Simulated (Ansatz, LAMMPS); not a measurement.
# Structural relaxation of amorphous 88SiO2-12GeO2 (mol %) (96 atoms), part 3 of 4

How does amorphous 88SiO2-12GeO2 (mol %) (96 atoms) relax, and what do bonds, charges and levels look like afterwards?

Ansatz 0.2.0; Kohn-Sham DFT, PBE, PAW (set soft_2), plane waves.

The cell: 28 Si, 4 Ge and 64 O. The quench rate of 50 K/ps far exceeds what a furnace or splat quench reaches. The network of bonds at the start is that of the classical potential that made the cell. Only the Γ point is sampled, in a cell whose shortest periodic width is 11 Å.

So far. Step 4 (Cell and atoms relaxed): The relaxation changed the energy by -65.8 meV/atom, and atoms moved by 0.30 Å r.m.s., 0.76 Å at most.

## Step 6: Single point at the relaxed geometry

One more single point at the end of the walk gives the fuller output and checks the residual forces.

File input.yaml:

```yaml
crystal:
  lattice:
    - [11.59738, 0.15189, -0.29433]
    - [0.15189, 11.05831, -0.0246]
    - [-0.29433, -0.0246, 10.94009]
  atoms:
    - { symbol: Si, position: [0.65461, 0.21713, 0.08068] }
    - { symbol: Si, position: [0.131, 0.05667, 0.75538] }
    - { symbol: Si, position: [0.71929, 0.23985, 0.54244] }
    - { symbol: Si, position: [0.24011, 0.93168, 0.2163] }
    - { symbol: Si, position: [0.7643, 0.09318, 0.31847] }
    - { symbol: Si, position: [0.35532, 0.14788, 0.36755] }
    - { symbol: Si, position: [0.27771, 0.69385, 0.74412] }
    - { symbol: Si, position: [0.61073, 0.53049, 0.78827] }
    - { symbol: Si, position: [0.9238, 0.77612, 0.97845] }
    - { symbol: Si, position: [0.05898, 0.18547, 0.98528] }
    - { symbol: Si, position: [0.31078, 0.90377, 0.93255] }
    - { symbol: Si, position: [0.50245, 0.36679, 0.39008] }
    - { symbol: Si, position: [0.1561, 0.24497, 0.54309] }
    - { symbol: Si, position: [0.41649, 0.75292, 0.34486] }
    - { symbol: Si, position: [0.93437, 0.8838, 0.71072] }
    - { symbol: Si, position: [0.8292, 0.46656, 0.67121] }
    - { symbol: Si, position: [0.46328, 0.32235, 0.91816] }
    - { symbol: Si, position: [0.03646, 0.60519, 0.34681] }
    - { symbol: Si, position: [0.04432, 0.56606, 0.0867] }
    - { symbol: Si, position: [0.89128, 0.34703, 0.09018] }
    - { symbol: Si, position: [0.10801, 0.45566, 0.71673] }
    - { symbol: Si, position: [0.79939, 0.56556, 0.4174] }
    - { symbol: Si, position: [0.98123, 0.98163, 0.17317] }
    - { symbol: Si, position: [0.58405, 0.5771, 0.24677] }
    - { symbol: Si, position: [0.58038, 0.96784, 0.95133] }
    - { symbol: Si, position: [0.44827, 0.57609, 0.5691] }
    - { symbol: Si, position: [0.21908, 0.37932, 0.97877] }
    - { symbol: Si, position: [0.55734, 0.963, 0.43249] }
    - { symbol: Ge, position: [0.66008, 0.70463, 0.0019] }
    - { symbol: Ge, position: [0.09961, 0.72514, 0.59224] }
    - { symbol: Ge, position: [0.67274, 0.99057, 0.67684] }
    - { symbol: Ge, position: [0.95847, 0.34347, 0.36496] }
    - { symbol: O, position: [0.41935, 0.26787, 0.32158] }
    - { symbol: O, position: [0.04427, 0.96443, 0.68079] }
    - { symbol: O, position: [0.42843, 0.45825, 0.47975] }
    - { symbol: O, position: [0.93568, 0.85548, 0.85529] }
    - { symbol: O, position: [0.60585, 0.30576, 0.47711] }
    - { symbol: O, position: [0.9241, 0.49089, 0.10205] }
    - { symbol: O, position: [0.1501, 0.60592, 0.71721] }
    - { symbol: O, position: [0.90398, 0.64775, 0.37101] }
    - { symbol: O, position: [0.18528, 0.24242, 0.02221] }
    - { symbol: O, position: [0.06042, 0.46062, 0.3652] }
    - { symbol: O, position: [0.68517, 0.17462, 0.22205] }
    - { symbol: O, position: [0.42788, 0.21111, 0.8391] }
    - { symbol: O, position: [0.01944, 0.0844, 0.07941] }
    - { symbol: O, position: [0.80097, 0.17938, 0.43704] }
    - { symbol: O, position: [0.25478, 0.20504, 0.4507] }
    - { symbol: O, position: [0.96502, 0.2964, 0.97825] }
    - { symbol: O, position: [0.93914, 0.2794, 0.2185] }
    - { symbol: O, position: [0.82407, 0.42355, 0.37783] }
    - { symbol: O, position: [0.75113, 0.49815, 0.78657] }
    - { symbol: O, position: [0.87973, 0.028, 0.26336] }
    - { symbol: O, position: [0.0515, 0.12983, 0.84866] }
    - { symbol: O, position: [0.67774, 0.61915, 0.35706] }
    - { symbol: O, position: [0.29945, 0.05994, 0.25953] }
    - { symbol: O, position: [0.67885, 0.99666, 0.37525] }
    - { symbol: O, position: [0.02679, 0.67066, 0.9814] }
    - { symbol: O, position: [0.81531, 0.94063, 0.6552] }
    - { symbol: O, position: [0.02845, 0.24009, 0.46876] }
    - { symbol: O, position: [0.10259, 0.93945, 0.24678] }
    - { symbol: O, position: [0.12324, 0.67409, 0.44692] }
    - { symbol: O, position: [0.35353, 0.40587, 0.97558] }
    - { symbol: O, position: [0.80216, 0.33159, 0.62036] }
    - { symbol: O, position: [0.17256, 0.14768, 0.65313] }
    - { symbol: O, position: [0.16355, 0.38318, 0.6031] }
    - { symbol: O, position: [0.36597, 0.59708, 0.68794] }
    - { symbol: O, position: [0.76043, 0.30868, 0.05277] }
    - { symbol: O, position: [0.226, 0.79744, 0.64596] }
    - { symbol: O, position: [0.41786, 0.69459, 0.48273] }
    - { symbol: O, position: [0.53851, 0.29487, 0.05129] }
    - { symbol: O, position: [0.23205, 0.98345, 0.83436] }
    - { symbol: O, position: [0.2575, 0.90603, 0.06902] }
    - { symbol: O, position: [0.5834, 0.91229, 0.57144] }
    - { symbol: O, position: [0.07153, 0.64375, 0.21237] }
    - { symbol: O, position: [0.6337, 0.94174, 0.81851] }
    - { symbol: O, position: [0.15577, 0.47931, 0.06585] }
    - { symbol: O, position: [0.45681, 0.06847, 0.44197] }
    - { symbol: O, position: [0.62274, 0.85379, 0.04251] }
    [... 12 atom lines left out ...]
    - { symbol: O, position: [0.57314, 0.56004, 0.6426] }
    - { symbol: O, position: [0.80703, 0.70086, 0.97511] }
    - { symbol: O, position: [0.29378, 0.81628, 0.29696] }
    - { symbol: O, position: [0.80187, 0.56898, 0.56577] }
    - { symbol: O, position: [0.59027, 0.65762, 0.86434] }
    - { symbol: O, position: [0.67323, 0.1445, 0.64119] }
kpoints:
  mp_grid: { grid: [1, 1, 1] }
hamiltonian:
  xc: pbe
scf:
  occupations: { method: fermi_dirac, width: 0.025 }
output:
  forces: true
  stress: true
  populations: true
  dos:
    method: { smearing: { sigma: 0.08 } }
    de: 0.05
    projected: { site_lists: { Ge: [Ge], O: [O], Si: [Si] } }
  eigenvalues: true
  write_density: true
  write_potential: true
  volumetric_format: npy
```

Launch:

```bash
> ansatz run input.yaml --threads 4 --pin off --max-ram 8192MiB --backend cpu --events-out ev --progress --plain --runs-dir out
```

The program printed:

```text
[...]
Crystal: 96 atoms, lattice volume = 1401.823 Å³
Basis set: ecut = 420 eV, 27429 PW (Γ), exchange–correlation on 160×150×150 points (8 copies of the dense FFT grid, shifted against one another)
Bands: 372, of which v1, the nominal top of the filled ones, is band 276 counted from 1 (275 counted from 0)
Symmetry: 1 space group operations
[...]
k-points: 1
[...]
SCF iter   1: F=—  HF=-71383.444393 eV  |F-HF|=—  |Δ(HF+E_count)|=         —  Δρ=3.06e-3  dr2=3.03e-1  ethr=1.77e-3  ⟨swp⟩=6.0  Hψ=1636  notcnv=0  defer=86
[...]
SCF iter  10: F=-71383.349319 eV  HF=-71383.349319 eV  |F-HF|=1.76e-9  |Δ(HF+E_count)|=   2.04e-8  Δρ=1.46e-6  dr2=2.82e-8  ethr=1.81e-11  ⟨swp⟩=20.0  Hψ=3425  notcnv=0
SCF 1 converged in 10 iterations: F = -71383.349319 eV  dr2 = 2.82e-8
[...]
SCF converged after 10 iterations
Free energy (F): -71383.349319 eV
[...]
Internal energy: -71383.349319 eV  (E = F + TS)
E sigma→0 (E₀):  -71383.349319 eV
Fermi energy:    4.869098 eV
[...]
--- Forces (eV/Å), atoms counted from 1 ---
  atom   1  Si    -0.00101449     0.00035819    -0.00392440
  atom   2  Si     0.00466385    -0.00726523    -0.00969856
  atom   3  Si     0.00318423     0.00527130     0.00398192
  atom   4  Si     0.00609769     0.00447783     0.00078323
  atom   5  Si    -0.00617228    -0.00415028     0.00980911
  atom   6  Si     0.00436085     0.00988669     0.00188111
  atom   7  Si    -0.01615541    -0.00025251    -0.02050083
  atom   8  Si     0.00131783     0.00411182    -0.00895663
  atom   9  Si     0.00370949     0.00207485     0.00240975
  atom  10  Si     0.00170401    -0.00421980     0.00037178
  atom  11  Si     0.00423375    -0.00461097     0.00302749
  atom  12  Si    -0.00250101    -0.00548614     0.00736392
  atom  13  Si     0.00645315    -0.00662576     0.00500192
  atom  14  Si     0.00173638    -0.00048213     0.00782941
[...]
atom  95  O      0.00125298    -0.00044139     0.00284726
  atom  96  O     -0.00082293     0.00260580     0.00080880
  max |Σ_I F_I| component: 6.10e-5 eV/Å
--- Stress (GPa, compression-positive) ---
        0.005265       0.010593      -0.014745
        0.010595      -0.021148      -0.000429
       -0.014746      -0.000431      -0.020247
  P = ⅓ Tr σ = -0.0120 GPa (-0.120 kbar)
--- Band table (eV) ---
[...]
--- Löwdin populations: 96 sites ---
  site symbol       q [e]
     0     Si      2.2137
     1     Si      2.1889
     2     Si      2.2265
[...]
95      O      6.7528
  spilling = 0.012211 (of n_electrons = 552.000000)
```

The job ended after 16 s (4 threads of AMD EPYC 9B14 (Zen 4), shared host; peak memory 1.9 GiB; 58 s of CPU time).

Numbers from this run:

| Property | Result |
| --- | --- |
| free energy | -71383.3493 eV |
| free energy per atom | -743.5766 eV/atom |
| SCF cycles | 10 |
| pressure | -0.01204 GPa |
| r.m.s. force component | 0.00452 eV/Å |
| longest force | 0.0261 eV/Å |
| Fermi energy | 4.869 eV |
| gap (highest filled to lowest empty level) | 1.493 eV |
| spilling of the projection | 0.01221 |

Löwdin charges by element and coordination (they lack the spilled electrons, 0.070 e an atom on average):

| element | coordination | atoms | mean charge (e) | spread | least | most |
| --- | --- | --- | --- | --- | --- | --- |
| Ge | all | 4 | 1.64 | 0.0299 | 1.60 | 1.68 |
| O | all | 64 | -0.775 | 0.024 | -0.892 | -0.709 |
| O | 1 | 1 | -0.892 | 0 | -0.892 | -0.892 |
| O | 2 | 62 | -0.774 | 0.0181 | -0.796 | -0.709 |
| O | 3 | 1 | -0.722 | 0 | -0.722 | -0.722 |
| Si | all | 28 | 1.78 | 0.0265 | 1.66 | 1.81 |

Density of states as counts of states in windows of 1 eV (from the Fermi level), total and the larger projections:

| from (eV) | to (eV) | total | O p | Si p | Si s |
| --- | --- | --- | --- | --- | --- |
| -18 | -17 | 0.0 | 0.0 | 0.0 | 0.0 |
| -17 | -16 | 2.0 | 0.1 | 0.3 | 0.1 |
| -16 | -13 | 0.0 | 0.0 | 0.0 | 0.0 |
| -13 | -12 | 9.9 | 6.4 | 0.3 | 2.2 |
| -12 | -11 | 15.1 | 9.8 | 0.7 | 2.9 |
| -11 | -10 | 19.3 | 13.3 | 1.7 | 2.6 |
| -10 | -9 | 21.3 | 15.6 | 3.0 | 1.4 |
| -9 | -8 | 49.9 | 38.3 | 8.4 | 0.4 |
| -8 | -7 | 17.1 | 13.3 | 2.3 | 0.1 |
| -7 | -6 | 42.5 | 35.6 | 3.5 | 0.1 |
| -6 | -5 | 75.4 | 68.5 | 3.1 | 0.1 |
| -5 | -4 | 81.7 | 77.2 | 1.8 | 0.1 |
| -4 | -3 | 45.6 | 44.2 | 0.5 | 0.0 |
| -3 | -2 | 2.1 | 1.9 | 0.0 | 0.0 |
| -2 | -1 | 0.0 | 0.0 | 0.0 | 0.0 |
| -1 | 0 | 4.0 | 3.6 | 0.2 | 0.0 |
| 0 | 1 | 2.0 | 0.5 | 0.1 | 0.3 |
| 1 | 2 | 2.5 | 0.6 | 0.1 | 0.4 |
| 2 | 3 | 7.4 | 1.3 | 1.0 | 1.0 |
| 3 | 4 | 8.9 | 1.0 | 1.9 | 2.7 |
| 4 | 5 | 24.7 | 2.7 | 8.0 | 4.1 |

Between -26 and -18 eV lie 126 more states.

The levels nearest the highest filled one (over half full), pooled over k-points and spins:

| level less the highest filled one (eV) | occupation |
| --- | --- |
| -2.63 | 2 |
| -2.50 | 2 |
| -2.37 | 2 |
| -1.52 | 2 |
| -0.124 | 2 |
| 0 | 2 |
| 1.49 | 0 |
| 2.42 | 0 |
| 2.76 | 0 |
| 3.17 | 0 |
| 3.28 | 0 |
| 3.62 | 0 |

Electrostatic potential energy in the ab plane at fractional z = 0.357, with atoms of Si and Ge and O within 0.2 Å of it. With pseudopotentials it is smooth inside the atoms' cores, unlike the true potential.

Ten even steps from '0' (-45 eV) to '9' (9 eV), each cell a mean:
```
999999999999999986567413799999999
999999999999999976678888999999999
999999999999999621489999999999999
999999999878877410399999999999999
999999999767422445799999999999999
999999999986100168999999999999999
888999999987300268999999999998899
656789999998755789999767999962257
001589999999988999997201687740034
000379999999999999887301554565564
323689999999999999888867743478886
743699999999999999999999876688998
500389999999999888899999985468988
522499999999998645789999972027766
467999999999986200479999985246322
268999999999986200479999999885200
478999999999853555789999999986322
789999999998621588999999999998766
999999999865555899999999999999989
999999998620027899999998877899999
999999998610016899999987424689999
999999999852257899999985101589999
999999999987788999899755323689999
999999999999999987777301577899999
```
Columns run along a (11.6 Å; values clipped at the 3rd and 97th percentile), rows up along b (11.1 Å). Atoms in or near the plane, at fractional coordinates: Si at (0.36, 0.15), Si at (0.42, 0.75), Si at (0.04, 0.61), Ge at (0.96, 0.34), O at (0.90, 0.65), O at (0.06, 0.46), O at (0.68, 0.62), O at (0.68, 0.00), O at (0.51, 0.86).

Valence density in the ab plane at fractional z = 0.357, with atoms of Si and Ge and O within 0.2 Å of it. It is the smooth field of the valence electrons, not physical close to the nuclei.

Ten steps, logarithmic in the rise over the least value, from '0' (0 e/Å³) to '9' (29 e/Å³), each cell a mean:
```
000000000000000011113465310000000
000000000000000133211232100000000
000000000111001356421000000000000
000000001332112466520000000000000
000000002333212344310000000000000
000000001222100121100000000000000
000110000001111110000010000012211
111111000000011110001343100135542
111110000000001100013566321246653
101110000000000000013565421234432
122100000000000000011233211111111
344310000000000000110011112211001
466520000000000011211000124432111
356420000000000112221000135653222
332210000000001111211000024543466
521000000000122211110000001222699
310000000001244321100000000001476
110000000001355421000000000000122
000000011111344210000000011100000
000000011111122100000000122210000
000000001110011100000001122210000
000000000111112110000111111110000
000000000111111111001344211111000
000000000000001111113565321111100
```
Columns run along a (11.6 Å), rows up along b (11.1 Å). Atoms in or near the plane, at fractional coordinates: Si at (0.36, 0.15), Si at (0.42, 0.75), Si at (0.04, 0.61), Ge at (0.96, 0.34), O at (0.90, 0.65), O at (0.06, 0.46), O at (0.68, 0.62), O at (0.68, 0.00), O at (0.51, 0.86).

Mean Löwdin charges: Ge +1.64, O -0.78, Si +1.78 e (they miss 1.2 % of the electrons, so they add up to more than the cell's charge).

A closer look about O39, which has 3 bonded neighbours where the commonest count for O is 2: 10 atoms, nearest first, numbered in the order of the input, with positions taken from that point.

| atom | x | y | z | distance (Å) | bonds | Löwdin charge (e) |
| --- | --- | --- | --- | --- | --- | --- |
| O39 | 0.00 | 0.00 | 0.00 | 0.00 | 3 | -0.72 |
| Si21 | -0.51 | -1.67 | 0.01 | 1.74 | 4 | 1.78 |
| Si7 | 1.49 | 0.99 | 0.25 | 1.80 | 4 | 1.78 |
| Ge30 | -0.53 | 1.31 | -1.36 | 1.96 | 4 | 1.62 |
| O68 | 0.93 | 2.13 | -0.81 | 2.46 | 2 | -0.72 |
| O66 | 2.51 | -0.06 | -0.38 | 2.54 | 2 | -0.77 |
| O83 | -2.12 | -1.54 | -0.07 | 2.62 | 2 | -0.78 |
| O82 | 0.00 | -2.28 | 1.37 | 2.66 | 2 | -0.79 |
| O65 | 0.16 | -2.46 | -1.25 | 2.76 | 2 | -0.77 |
| O90 | -2.16 | 1.66 | -0.91 | 2.87 | 2 | -0.71 |

(Part 3 of 4 ends here.)

[Long decimals in the printed logs are rounded to 6 places.]

[Logs are printed without paths, hosts, clocks, repeated set-up lines and the standing remarks that a program may print on its own settings, such as how far it seeks lower states.]

[Hosts, paths, dates, database ids (printed as entryN), source tags and the programs' standing remarks are cut or masked in the printed files.]

[A walk said to have stopped at its limit may instead have ended on an SCF cycle that didn't converge.]
